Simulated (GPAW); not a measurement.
# Al2O3 (Corundum): G0W0 with GPAW, start to end, part 2 of 2

Wanted: ground state, empty states, screening and self-energy for Al2O3 (Corundum).

GPAW 26.7.0; PBE and many-body steps on it, plane waves. Known limits of the many-body steps: not at the basis limit.

So far. Step 3 (Bands along the symmetry lines): The gap is 6.226 eV, as in the run before at this level. Step 4 (Empty states on the mesh, 4×4×4 mesh, 556 bands): On this mesh the gap is 6.226 eV.

## Step 5: Screening and self-energy, 4×4×4 mesh, 253 bands, screening to 120 eV

Now the one-shot GW correction: screening in the RPA, then the self-energy of the levels asked for.

This step: G0W0 on PBE, plane waves, PAW.

File run.py:

```python
import json
import numpy as np
from gpaw.mpi import world
from gpaw.response.g0w0 import G0W0

gw = G0W0('full.gpw',
    filename='gw',
    kpts=[0],
    bands=(22, 26),
    ecut=120,
    nbands=253,
    integrate_gamma='WS',
    ppa=True)
gw.calculate()
res = {mode: {k: v for k, v in r.items() if k != 'sigma_eskwn'}
       for mode, r in gw.all_results.items()}

if world.rank == 0:
    with open('result.json', 'w') as f:
        json.dump(res, f, default=lambda x: x.tolist())
```

Run with:

```
$ mpirun -n 8 gpaw python run.py
```

Numbers of over 12 decimals in the logs are rounded to 6 here.

Output:

```text
Using integrator: PointIntegrator
FrequencyGridDescriptor(from 0.000+0.000j to 0.000+27.211j eV, 2 points)
Nonperiodic BCs:  [False False False]
Using integrator: PointIntegrator
FrequencyGridDescriptor(from 0.000+0.000j to 0.000+27.211j eV, 2 points)
Nonperiodic BCs:  [False False False]
  ___  _ _ _
 |   || | | |
 | | || | | |
 |__ ||_____|
 |___|

BZ k-points: Symmetries present (total): 6

  [... matrices ...]
64 k-points: 4 x 4 x 4 Monkhorst-Pack grid + [1/8,1/8,1/8]
14 k-points in the irreducible part of the Brillouin zone
       k-points in crystal coordinates                weights
   0:     0.00000000    0.00000000    0.00000000          1/64
   1:     0.25000000    0.00000000   -0.25000000          6/64
   2:     0.25000000    0.00000000    0.00000000          6/64
   3:     0.25000000    0.25000000   -0.25000000          6/64
   4:     0.25000000    0.25000000    0.00000000          6/64
   5:     0.25000000    0.25000000    0.25000000          2/64
   6:     0.50000000    0.00000000    0.00000000          3/64
   7:     0.50000000    0.00000000    0.25000000          6/64
   8:     0.50000000    0.25000000   -0.25000000          6/64
   9:     0.50000000    0.25000000    0.00000000          6/64
          ...
  13:     0.50000000    0.50000000    0.50000000          1/64

Distributing spins, k-points and bands (1 x 1 x 4) over 8 processes
Number of blocks: 1

Quasi particle states:
k-points (IBZ indices): [0]
Band range: (22, 26)
  [... matrices ...]
Computational parameters:
Plane wave cut-off: 120 eV
Number of bands: 253
Coulomb cutoff: None
Broadening: 0.1 eV

fxc modes: GW
Kernel: RPA
Using Godby-Needs plasmon-pole approximation:
  Fitting energy: i*E0, E0 = 1.000 Hartree
Summing all q:

Calculating screened Coulomb potential
No Coulomb truncation
FrequencyGridDescriptor(from 0.000+0.000j to 0.000+27.211j eV, 2 points)
Removing empty qpoint cache files...

Calculating chi0 body with:
    Ground state adapter containing:
    Number of spins: 1
    Number of kpoints: 64
    Number of irreducible kpoints: 14
    Number of completely occupied states: 24
    Number of partially occupied states: 24
    Occupied states memory: 9.8876953125 M / cpu

    Linear response parametrization:
    q_c: [0.0, 0.0, 0.0]
    Number of frequency points: 2
    Planewave cutoff: 120.0
    Number of bands: 253
    Number of planewaves: 277
    Broadening (eta): 1e-06
    comm.size: 8
    kncomm.size: 8
    blockcomm.size: 1

    Memory estimate of potentially large arrays:
        chi0_wGG: 2.341583 M / cpu
Integrating chi0 body.

Symmetries of q_c:
    Direct symmetries (Uq -> q): 6
    Indirect symmetries (TUq -> q): 0
In total 6 allowed symmetries.

  [... matrices ...]
14 groups of equivalent kpoints. 78.125% reduction.

Integral kind: response function
Integrating chi0 head and wings.

Symmetries of q_c:
    Direct symmetries (Uq -> q): 6
    Indirect symmetries (TUq -> q): 0
In total 6 allowed symmetries.

  [... matrices ...]
14 groups of equivalent kpoints. 78.125% reduction.

Integral kind: response function wings

Calculating chi0 body with:
    Ground state adapter containing:
    Number of spins: 1
    Number of kpoints: 64
    Number of irreducible kpoints: 14
    Number of completely occupied states: 24
    Number of partially occupied states: 24
    Occupied states memory: 9.8876953125 M / cpu

    Linear response parametrization:
[... the further q-points ...]

Results:
f:      Occupation numbers
eps:     KS-eigenvalues [eV]
vxc:     KS vxc [eV]
exx:     Exact exchange [eV]
sigma:   Self-energies [eV]
dsigma:  Self-energy derivatives
Z:       Renormalization factors
qp:      QP-energies [eV]

k-point 0 (0): (0.000, 0.000, 0.000)                GW
band       f     eps     vxc     exx   sigma  dsigma       Z      qp
                                                                   GW
  22   1.000   6.218 -21.429 -26.959   4.085  -0.227   0.815   5.040
  23   1.000   6.261 -21.425 -26.890   4.037  -0.226   0.816   5.096
  24   0.000  12.487 -16.590 -11.379  -3.589  -0.169   0.855  13.874
  25   0.000  15.411 -13.555  -7.947  -4.048  -0.162   0.861  16.754
```

The job ended after 4 min (8 MPI ranks of Arm Neoverse V2, shared host; peak memory 3.6 GiB).

Numbers from this step:

| Quantity | Value |
| --- | --- |
| G0W0 gap on the points computed | 8.777 eV |
| least direct G0W0 gap on the computed points | 8.777 eV |
| Z at the valence top | 0.8157 |
| Z at the conduction bottom | 0.8552 |
| starting gap on the mesh | 6.226 eV |
| k of the valence top | 0, 0, 0 |
| k of the conduction bottom | 0, 0, 0 |

The gap on the mesh goes from 6.23 eV to 8.78 eV, a correction of +2.55 eV.

Limits: finite bands, cutoff and mesh. v1 is the top filled band, c1 the lowest empty one. The levels before and after the correction (eV, zero at the valence-band top of each column):

```tsv
	conduction bottom	valence top
Kohn-Sham	6.23	0.00
G0W0	8.78	0.00
```

```tsv
	level	energy (eV)
Kohn-Sham	Γ v2	-0.042
Kohn-Sham	Γ v1	0.000
Kohn-Sham	Γ c1	6.226
Kohn-Sham	Γ c2	9.151
G0W0	Γ v2	-0.056
G0W0	Γ v1	0.000
G0W0	Γ c1	8.777
G0W0	Γ c2	11.658
```

## Step 6: Where the time went

Times are wall times on 8 MPI ranks of Arm Neoverse V2, shared host, good to a factor of about two.

```tsv
step	time	share	memory (GiB)
ground state	26 s	7 %	1.7
bands along the symmetry lines	27 s	8 %	1.8
empty states on the mesh	54 s	16 %	6.4
screening and self-energy	4 min	69 %	3.6
```

## Step 7: Summary of results

```yaml
pbe_gap: 6.23 eV, direct
g0w0_gap_on_the_mesh: 8.78 eV
gw_settings: 4×4×4 mesh, 253 bands, screening to 120 eV, Godby-Needs plasmon pole
known_limits: not at the basis limit
```

What this shows: G0W0 moves the gap on the mesh from 6.23 eV to 8.78 eV (+2.55 eV), with Z of 0.82 and 0.86 at the edges. Only 1 of the mesh's irreducible points was corrected, so a valley elsewhere could overtake. The dearest step here is «screening and self-energy». Against experiment, by G0W0@PBE: the gap of 8.78 eV lies +0.08 eV from the measured 8.7 eV (optical, quoted 2018). An exciton line or allowed optical edge lies below the quasiparticle gap by the binding energy; a forbidden edge can push the onset above it. The calculation has static nuclei and no excitons; a measured gap holds zero-point and thermal motion, which mostly lowers it. Bands and cutoff are finite, so the gap is not at the basis limit. The miss can reach some tenths of an eV and take either sign; the mesh is an error of its own. These stock PAW sets were not made for GW. In the G0W0 run levels were corrected at 1 k point alone, so a gap called «on the mesh» is the least over those, and an edge elsewhere would be missed.

[Paths, hosts, dates, memory and timing lines, banners, echoed tables and standing remarks are left out of the program output.]

[Logs are printed without paths, hosts, clocks, repeated set-up lines and the standing remarks that a program may print on its own settings, such as how far it seeks lower states.]

[Runs of the session that timed out or met a known fault of the program may be left out.]

[Hosts, paths, dates, database ids (printed as entryN), source tags and the programs' standing remarks are cut or masked in the printed files.]
